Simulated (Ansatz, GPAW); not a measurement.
# Dielectric function and optical constants of MoS3 (model structure)

Aim: the dielectric function of MoS3 (model structure), and the optical constants that follow from it. The structure is a model built here, which may or may not match a known phase. It was built so: All O replaced by S and W replaced by Mo in the Pm-3m structure of WO3. The cell is first relaxed with Ansatz.

Main program and level: GPAW 26.7.0; DFT, PBE, plane-wave PAW (GPAW data sets), scalar-relativistic, RPA, optical limit.

Report form: the programs' logs are mostly left out.

### Step 1. Starting point

It takes space group Pm-3m (No. 221, cubic). Conventional cell: a = 4.843 Å, b = 4.843 Å, c = 4.843 Å, α = 90.00°, β = 90.00°, γ = 90.00°. Mo has 6 S at 2.42 Å nearest. S has 2 Mo at 2.42 Å nearest. All O replaced by S and W replaced by Mo in the Pm-3m structure of WO3. Farther neighbours and most contacts between anions are not listed.

### Step 2. Relaxation

Spectra hang on bond lengths, so the cell is first brought to its minimum.

This step: DFT, PBE, plane-wave PAW, default files, scalar-relativistic, relaxation (Ansatz 0.2.0).

input.yaml reads:

```yaml
crystal:
  lattice:
    - [4.84339554, 0.0, 0.0]
    - [0.0, 4.84339554, 0.0]
    - [0.0, 0.0, 4.84339554]
  atoms:
    - { symbol: Mo, position: [0.0, 0.0, 0.0] }
    - { symbol: S, position: [0.5, 0.0, 0.0] }
    - { symbol: S, position: [0.0, 0.5, 0.0] }
    - { symbol: S, position: [0.0, 0.0, 0.5] }
kpoints:
  mp_grid: { grid: [5, 5, 5] }
scf:
  occupations: { method: fermi_dirac, width: 0.05 }
hamiltonian:
  xc: pbe
output:
  forces: true
  stress: true
relax:
  f_tol: 0.02
  max_steps: 50
  cell: {}
```

Started as:

```
> ansatz run input.yaml --threads 1 --pin off --max-ram 4096MiB --backend cpu --events-out ev --progress --plain --runs-dir out
```

Wall time 8.9 s (1 thread of Intel Xeon Platinum 8259CL at 2.50GHz (Skylake/Cascade Lake), shared host); peak memory 0.42 GiB.

Step by step:

```tsv
step	energy less that of the first step (eV)	largest force component (eV/Å)	pressure (GPa)	volume (Å³)
1	0.0000	0.0000	-6.70	113.62
2	-0.2345	0.0000	1.87	100.76
3	-0.2462	0.0000	-0.33	103.30
4	-0.2466	0.0000	-0.01	102.91
5*	-0.2460	0.0000	-0.01	102.91
```

Relaxation steps marked * repeat the geometry before them on a plane-wave basis chosen anew for their cell, so energy and pressure can jump there.

Forces are held to the 48 operations that the run works with; a distortion that breaks them can't arise in this run.

```tsv
conventional cell, symmetrised	before	after	change
a (Å)	4.843	4.686	-3.2 %
b (Å)	4.843	4.686	-3.2 %
c (Å)	4.843	4.686	-3.2 %
volume (Å³/atom)	28.40	25.73	-9.4 %
```

The relaxed structure:

```
Mo S
1.0
     4.68616    0.00000    0.00000
     0.00000    4.68616    0.00000
     0.00000    0.00000    4.68616
Mo S
1 3
Direct
  0.00000 0.00000 0.00000
  0.50000 0.00000 0.00000
  0.00000 0.50000 0.00000
  0.00000 0.00000 0.50000
```

The relaxation ends with a pressure of -0.01 GPa.

### Step 3. Ground state

The self-consistent density comes first; it also tells whether there is a gap, which decides the occupations and the need for a Drude term.

This step: DFT, PBE, plane-wave PAW (GPAW data sets), scalar-relativistic, ground state (GPAW 26.7.0).

gs.py reads:

```python
from ase import Atoms
from ase.dft.bandgap import bandgap
from gpaw import GPAW, PW, FermiDirac

atoms = Atoms(['Mo', 'S', 'S', 'S'],
              cell=[[4.686162754200, 0.000000000000, 0.000000000000],
                    [0.000000000000, 4.686162754200, 0.000000000000],
                    [0.000000000000, 0.000000000000, 4.686162754200]],
              scaled_positions=[[0.000000000000, 0.000000000000, 0.000000000000],
                                [0.500000000000, 0.000000000000, 0.000000000000],
                                [0.000000000000, 0.500000000000, 0.000000000000],
                                [0.000000000000, 1.000000000000, 0.500000000000]],
              pbc=[True, True, True])
atoms.calc = GPAW(mode=PW(400), xc='PBE', kpts={'size': (5, 5, 5), 'gamma': True},
                  occupations=FermiDirac(0.05), maxiter=150, txt='gs.txt')
print('energy (eV)', atoms.get_potential_energy())
print('Fermi level (eV)', atoms.calc.get_fermi_level())
print('valence electrons', atoms.calc.get_number_of_electrons())
print('gap (eV)', bandgap(atoms.calc, output=None)[0])
print('direct gap (eV)', bandgap(atoms.calc, direct=True, output=None)[0])
atoms.calc.write('gs.gpw')
```

Started as:

```
> OMP_NUM_THREADS=1 python gs.py
```

The job ended after 13 s (1 thread; peak memory 0.15 GiB).

Numbers from this step:

| Quantity | Value |
| --- | --- |
| energy | -23.38 eV |
| Fermi energy | 3.544 eV |
| electrons | 32 |

There are states at the Fermi level within the smearing, so the occupations stay smeared and the carriers get a Drude term.

### Step 4. Bands for the response

The response needs many more empty bands than the density does.

This step: DFT, PBE, plane-wave PAW (GPAW data sets), scalar-relativistic, bands at fixed density (GPAW 26.7.0).

nscf.py reads:

```python
from ase.dft.bandgap import bandgap
from gpaw import GPAW, FermiDirac

calc = GPAW('gs.gpw').fixed_density(kpts={'size': (8, 8, 8), 'gamma': True}, nbands=71, convergence={'bands': 65},
                                    occupations=FermiDirac(0.05), txt='nscf.txt')
print('gap (eV)', bandgap(calc, output=None)[0])
print('direct gap (eV)', bandgap(calc, direct=True, output=None)[0])
print('top band over the Fermi level (eV)', min(calc.get_eigenvalues(kpt=k)[64] for k in range(len(calc.get_ibz_k_points()))) - calc.get_fermi_level())
calc.write('full.gpw', mode='all')
```

Started as:

```
> OMP_NUM_THREADS=1 python nscf.py
```

The job ended after 2.8 min (1 thread; peak memory 0.25 GiB).

### Step 5. Dielectric function, RPA

Local fields let the induced charge screen the field inside the cell, which as a rule lowers ε, most along directions where the density is uneven.

This step: DFT, PBE, plane-wave PAW (GPAW data sets), scalar-relativistic, RPA, optical limit (GPAW 26.7.0).

df.py reads:

```python
from gpaw.response.df import DielectricFunction

df = DielectricFunction('full.gpw', frequencies={'type': 'nonlinear', 'domega0': 0.03, 'omega2': 8},
                        ecut=30,
                        eta=0.05,
                        nbands=65,
                        rate=0.03,
                        txt='df.txt')
for direction in ['x']:
    df.get_dielectric_function(xc='RPA', direction=direction, filename=f'df_{direction}.csv')
```

Started as:

```
> OMP_NUM_THREADS=1 python df.py
```

It took 30 s on 1 thread; peak memory 0.26 GiB.

This step gave:

```
centre of weight of the strongest loss peak in the window : 21.52 eV
```

The Im ε, E ∥ x has structure finer than the step of the table below, so its rows give means over 1 eV, whole bins alone (the curve runs from 0.305 to 25.0 eV). Peaks (eV: height): 0.7: 23.2, 1.2: 69.5.

Sum at mesh points, not converged in k. Table of Im ε, E ∥ x by photon energy; means over each step:

photon energy (eV), Im ε, E ∥ x and a bar:
```
        1       26.6 ##############################
        2        8.0 #########
        3        3.7 ####
        4        5.6 ######
        5        3.4 ####
        6        2.6 ###
        7        1.2 #
        8        1.7 ##
        9        2.4 ##
       10        2.1 ##
       11        1.8 ##
       12        1.2 #
       13        1.1 #
       14        1.2 #
       15        1.1 #
       16        1.1 #
       17        1.0 #
       18        0.9 #
       19        0.9 #
       20        0.7 
       21        0.6 
       22        0.5 
       23        0.3 
       24        0.3
```

Values under 1 per cm are given as 1; sum at mesh points, not converged in k. Absorption coefficient, E ∥ x against photon energy:

```tsv
photon energy (eV)	absorption coefficient, E ∥ x (1/cm)
1.01	1.8e5
1.99	6.1e5
3.02	5.7e5
3.98	3.7e5
4.98	7.7e5
6.02	8.2e5
6.99	4.4e5
8.03	4.3e5
9.02	7.8e5
10.03	1.0e6
11.03	1.1e6
12.02	9.6e5
13.00	7.4e5
14.04	9.7e5
14.96	8.8e5
16.03	1.0e6
16.96	1.1e6
18.05	9.9e5
18.97	1.1e6
20.06	9.8e5
20.95	8.9e5
22.02	9.4e5
23.01	5.6e5
24.04	5.7e5
```

The reflectivity at normal incidence, E ∥ x has structure finer than the step of the table below, so its rows give means over 0.5 eV, whole bins alone (the curve runs from 0.305 to 25.0 eV). Peaks (eV: height): 0.68: 53.9, 1.31: 75.0, 1.91: 82.6, 3.81: 42.1, 4.38: 50.1, 5.27: 43.7, 6.44: 47.2.

Sum at mesh points, not converged in k. Table of reflectivity at normal incidence, E ∥ x by photon energy; means over each step:

```tsv
photon energy (eV)	reflectivity at normal incidence, E ∥ x (%)
1.0	52.8
1.5	72.9
2.0	77.9
2.5	38.9
3.0	27.5
3.5	22.0
4.0	31.7
4.5	36.1
5.0	32.1
5.5	26.3
6.0	32.1
6.5	28.9
7.0	10.5
7.5	8.30
8.0	7.50
8.5	13.7
9.0	13.1
9.5	18.5
10.0	19.5
10.5	15.6
11.0	17.2
11.5	18.1
12.0	15.7
12.5	9.77
13.0	8.97
13.5	7.92
14.0	10.1
14.5	8.19
15.0	8.47
15.5	8.81
16.0	9.14
16.5	10.7
17.0	11.2
17.5	9.35
18.0	8.29
18.5	9.20
19.0	9.47
19.5	13.7
20.0	11.7
20.5	9.90
21.0	8.92
21.5	9.41
22.0	10.3
22.5	9.27
23.0	6.86
23.5	4.65
24.0	3.76
24.5	4.01
```

The Im ε, E ∥ x has structure finer than the step of the table below, so its rows give means over 1 eV, whole bins alone (the curve runs from 0.305 to 25.0 eV). Peaks (eV: height): without local fields 0.7: 23.8, 1.2: 71.7; with local fields 0.7: 23.2, 1.2: 69.5.

Sum at mesh points, not converged in k. Im ε, E ∥ x against photon energy; means over each step:

```tsv
photon energy (eV)	without local fields	with local fields
1	27.6	26.6
2	7.69	7.96
3	3.56	3.69
4	5.37	5.63
5	3.18	3.45
6	2.46	2.59
7	1.34	1.24
8	2.11	1.74
9	3.21	2.44
10	3.40	2.14
11	2.86	1.80
12	1.94	1.20
13	2.74	1.06
14	2.54	1.16
15	1.94	1.12
16	1.14	1.13
17	0.638	0.985
18	0.433	0.871
19	0.287	0.920
20	0.231	0.657
21	0.181	0.563
22	0.133	0.462
23	0.130	0.293
24	0.128	0.300
```

The loss function −Im 1/ε at q → 0, E ∥ x has structure finer than the step of the table below, so its rows give means over 1 eV, whole bins alone (the curve runs from 0.305 to 25.0 eV). Peaks (eV: height): 2.6: 0.607, 5.5: 0.555, 6.5: 1.66, 7.0: 0.812, 12.2: 0.967, 22.2: 1.92, 24.2: 1.05.

Sum at mesh points, not converged in k. Loss function −Im 1/ε at q → 0, E ∥ x against energy loss; means over each step:

```tsv
energy loss (eV)	loss function −Im 1/ε at q → 0, E ∥ x
1	0.0346
2	0.0760
3	0.263
4	0.163
5	0.292
6	0.358
7	0.681
8	0.356
9	0.344
10	0.464
11	0.549
12	0.821
13	0.765
14	0.724
15	0.718
16	0.752
17	0.921
18	0.938
19	0.970
20	1.39
21	1.41
22	1.65
23	1.40
24	0.924
```

Optical constants at common wavelengths, from n + ik = √ε:

```tsv
wavelength (nm)	n	k	R (%)	1/α
1550	3.11	1.453	35.0	85 nm
800	3.01	5.088	71.3	13 nm
633	0.60	3.222	81.4	16 nm
532	0.64	1.826	57.4	23 nm
450	1.81	0.867	16.3	41 nm
365	1.81	1.108	20.7	26 nm
308	2.24	1.139	24.0	22 nm
```

A polished face would reflect 66 % of daylight and look yellow (CIE x = 0.406, y = 0.432 under D65).

### Step 6. Results

| Quantity | Value |
| --- | --- |
| centre of weight of the strongest loss peak in the window, first axis | 21.5 eV |

At this level (PBE, RPA) MoS3 is a metal. The mesh is too coarse to trust the carriers' weight, the reflectivity or the colour to better than tens of per cent. The cell shrank by 9.4 % in volume. A polished face would reflect 66 % of daylight and look yellow (CIE x = 0.406, y = 0.432 under D65). The carriers' damping of 0.03 eV is typed, not computed; it shapes the response at the lowest energies. The run has no spin polarisation; magnetic order or correlation, untested here, could change the spectrum. In this version of GPAW the matrix elements of the optical limit are incomplete, which can lower ε − 1 by up to a tenth where first-row anions or d states rule, and shift it by more in d metals. GPAW's carrier term has the form −ωp²/(ω + i·rate)², which damps like twice the rate and fails at low energy, so the curves leave the lowest energies out. The sum runs over mesh points 0.17 Å⁻¹ apart with no interpolation, so peaks are partly noise of the mesh, and the Drude plasma energy, a sum over the Fermi surface, isn't converged.

[Machine, clock and banner lines and Python warnings are left out of the logs.]

[Logs are printed without paths, hosts, clocks, repeated set-up lines and the standing remarks that a program may print on its own settings, such as how far it seeks lower states.]

[Hosts, paths, dates, database ids (printed as entryN), source tags and the programs' standing remarks are cut or masked in the printed files.]
